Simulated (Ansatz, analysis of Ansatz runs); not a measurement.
# Hyperfine coupling of the F centre in LiF (HSE06 on PBE structures), part 2 of 2

Subject: F centre in LiF. Wanted: its hyperfine coupling, in one set-up (HSE06 on PBE structures, 64-site cell, PBE lattice, 420 eV, k: 2x2x2 shifted 0.5 0.5 0.5 then the zone centre alone). The model is a cell of 64 host atoms with 1 F taken out. The isotropic coupling follows from the spin density at the nucleus, the nuclear g-factor and the total spin. Exact exchange opens the gap, stiffens bonds and lessens the self-interaction error, at many times the cost.

Ansatz 0.2.0; HSE06 on PBE structures, 64-site cell, PBE lattice, 420 eV, k: 2x2x2 shifted 0.5 0.5 0.5 then the zone centre alone.

So far: The structure; Relaxation, charge 0.

### Step 2. Relaxation, charge 0 (continued)

Level of this step: plane-wave PAW DFT, PBE; relaxation of all atoms of a defect supercell (Ansatz).

Relaxation path:

| step | energy less that of the first step (eV) | largest force component (eV/Å) |
| --- | --- | --- |
| 1 | 0.0000 | 0.1975 |
| 2 | -0.0167 | 0.1003 |
| 3 | -0.0276 | 0.0195 |
| 4 | -0.0276 | 0.0195 |

Forces are held to the 48 operations that the run works with; a distortion that breaks them can't arise in this run.

The atoms that moved most (Å):

```csv
atom,dx,dy,dz,length
Li12,0.000,-0.045,0.000,0.045
Li27,0.000,0.000,0.045,0.045
Li28,0.000,0.045,0.000,0.045
Li19,0.000,0.000,-0.045,0.045
Li25,-0.045,0.000,0.000,0.045
Li56,0.045,0.000,0.000,0.045
F60,0.007,0.000,0.007,0.010
F31,0.000,0.007,0.007,0.010
```

Neighbours of the ideal centre at the end:

```csv
atom,distance (Å)
Li12,2.078
Li27,2.078
Li28,2.078
Li19,2.078
Li25,2.078
Li56,2.078
F14,2.886
F8,2.886
F21,2.886
F31,2.886
F29,2.886
F24,2.886
F30,2.886
F52,2.886
F45,2.886
F16,2.886
```

This step gave:

- free energy: -31704.9487 eV
- total moment: 1 μB
- integral of the absolute spin density: 1.012 μB
- spin contamination: 5.83e-4

The relaxation ends 0.4 meV an atom lower, with a largest force component of 0.019 eV/Å.

### Step 3. Contact spin densities

The relaxed structure is kept, and the final numbers are taken at the final level and k-points.

This step: plane-wave PAW DFT, HSE06; single point of a defect supercell on the structure relaxed with PBE.

point/input.yaml

```yaml
crystal:
  lattice:
    - [8.13425752, 0.0, 0.0]
    - [0.0, 8.13425752, 0.0]
    - [0.0, 0.0, 8.13425752]
  atoms:
    - { symbol: Li, position: [2.5392e-05, 0.0, 0.0] }
    - { symbol: Li, position: [0.000194462, 0.250194462, 0.250194462] }
[... 5 atom lines left out ...]
    - { symbol: F, position: [0.25, 0.249163339, 0.249163339] }
[... 3 atom lines left out ...]
    - { symbol: Li, position: [0.25, 0.244528362, 0.5] }
[... 1 atom line left out ...]
    - { symbol: F, position: [-0.000836661, 0.249163339, 0.5] }
[... 4 atom lines left out ...]
    - { symbol: Li, position: [0.25, 0.5, 0.244528362] }
[... 1 atom line left out ...]
    - { symbol: F, position: [-0.000836661, 0.5, 0.249163339] }
[... 2 atom lines left out ...]
    - { symbol: F, position: [0.25, 0.750836661, 0.249163339] }
    - { symbol: Li, position: [-0.005471638, 0.5, 0.5] }
[... 1 atom line left out ...]
    - { symbol: Li, position: [0.25, 0.5, 0.755471638] }
    - { symbol: Li, position: [0.25, 0.755471638, 0.5] }
    - { symbol: F, position: [-0.000836661, 0.5, 0.750836661] }
[... 1 atom line left out ...]
    - { symbol: F, position: [0.25, 0.750836661, 0.750836661] }
[... 24 atom lines left out ...]
    - { symbol: Li, position: [0.505471638, 0.5, 0.5] }
[... 6 atom lines left out ...]
    - { symbol: F, position: [0.75, 0.749967257, 0.749967257] }
basis:
  ecutwfc: 420
  xc_grid: 2
hamiltonian:
  xc: hse06
kpoints:
  mp_grid: { grid: [1, 1, 1] }
magnetization:
  spin_polarized: true
  initial_magnetization: 1
  spin_locking: { lock_magnetization: hard }
scf:
  occupations: { method: fermi_dirac, width: 0.01 }
  max_iter: 120
output:
  forces: true
  efg: {}
  eigenvalues: true
checkpoint:
  read: "../relax.run"
```

On the command line:

```bash
> ansatz run input.yaml --threads 2 --pin off --max-ram 3768MiB --backend cpu --events-out ev --progress --plain --runs-dir out
```

Numbers of over 12 decimals in the logs are rounded to 6 here.

Log:

```text
[...]
Warning: checkpoint.read: hamiltonian.xc differs: saved pbe, current hse06; the SCF iterates under this deck's functional from the saved state
exact exchange: scf.exx.singularity resolves to wigner_seitz, which cuts the screened interaction at the faces of the exchange supercell's Wigner-Seitz cell, so that each pair interacts once, at the shortest of its separations (the periodic images that this [...]
[...]
Crystal: 63 atoms, lattice volume = 538.212 Å³
Basis set: ecut = 420 eV, 10443 PW (Γ), exchange–correlation on 120×120×120 points (8 copies of the dense FFT grid, shifted against one another)
Bands: 220, of which v1, the nominal top of the filled ones, is band 157 counted from 1 (156 counted from 0)
Symmetry: 48 space group operations
[...]
k-points: 1
[...]
Starting moments: Σ|m| = 1 μB on 63 of 63 sites; this step starts from the density that it was given
[...]
atom  19  Li V_zz =    -0.017685   η = 0.0000   by run symmetry: allowed
[...]
atom  21  F  V_zz =    -0.127317   η = 0.9113   by run symmetry: allowed
[...]
atom  25  Li V_zz =    -0.017685   η = 0.0000   by run symmetry: allowed
[...]
atom  27  Li V_zz =    -0.017685   η = 0.0000   by run symmetry: allowed
[...]
atom  28  Li V_zz =    -0.017685   η = 0.0000   by run symmetry: allowed
[...]
atom  31  F  V_zz =    -0.127317   η = 0.9113   by run symmetry: allowed
[...]
atom  56  Li V_zz =    -0.017685   η = 0.0000   by run symmetry: allowed
[...]
--- Band table (eV) ---
[...]
[key lines of the parts left out:]
Magnetization: 1.0000 μB (157.0000 up, 156.0000 down)
Free energy (F): -31703.032378 eV
Fermi energy:    7.082385 (↑ 8.074529, ↓ 3.609127) eV
```

The job ended after 3.2 min (2 threads of Arm Neoverse V2, shared host; peak memory 1.6 GiB).

This step gave:

* free energy: -31703.0324 eV
* total moment: 1 μB
* integral of the absolute spin density: 1.018 μB
* spin contamination: 3.41e-4

The atoms' spheres hold 0.20 of the 1 μB, none over 0.02 μB.

Isotropic hyperfine couplings from the contact spin densities (Fermi contact term with core polarisation, no dipolar part), the largest:

```csv
atom,isotope,distance from the centre (Å),contact spin density (e/Å³),A (MHz)
F8,19F,2.89,0.188,117.1
F14,19F,2.89,0.188,117.1
F16,19F,2.89,0.188,117.1
F21,19F,2.89,0.188,117.1
F24,19F,2.89,0.188,117.1
F29,19F,2.89,0.188,117.1
F30,19F,2.89,0.188,117.1
F31,19F,2.89,0.188,117.1
F45,19F,2.89,0.188,117.1
F52,19F,2.89,0.188,117.1
```

### Step 4. What came out

| Property | Result |
| --- | --- |
| 7Li, shell I | 36.7 MHz |
| 19F, shell II | 117.1 MHz |
| 7Li, shell III | 1.0 MHz |
| 19F, shell IV | 1.9 MHz |
| integral of the absolute spin density | 1.02 μB |
| time of the whole chain | 4 min on 2 threads |

**Reading.** 7Li, shell I: computed 36.7 MHz, measured 39.06 MHz; 2.4 MHz (6 %) below the measurement. 19F, shell II: computed 117.1 MHz, measured 105.9 MHz; 11.2 MHz (11 %) above the measurement. 7Li, shell III: computed 1.0 MHz, measured 0.5 MHz; 0.5 MHz (109 %) above the measurement. 19F, shell IV: computed 1.9 MHz, measured 0.48 MHz; 1.4 MHz (294 %) above the measurement. Only the isotropic (Fermi contact) part is computed, with core polarisation; no vibrational averaging. Limits: the zone centre alone is a coarse sampling for this cell; the structure comes from another functional than the final numbers; the periodic copies of the defect are only 8.1 Å apart.

[Logs are printed without paths, hosts, clocks, repeated set-up lines and the standing remarks that a program may print on its own settings, such as how far it seeks lower states.]

[Hosts, paths, dates, database ids (printed as entryN), source tags and the programs' standing remarks are cut or masked in the printed files.]

[For some hosts the program warned that the k-mesh of the response run may be too coarse for force constants and the static dielectric constant; such warnings are not shown here.]
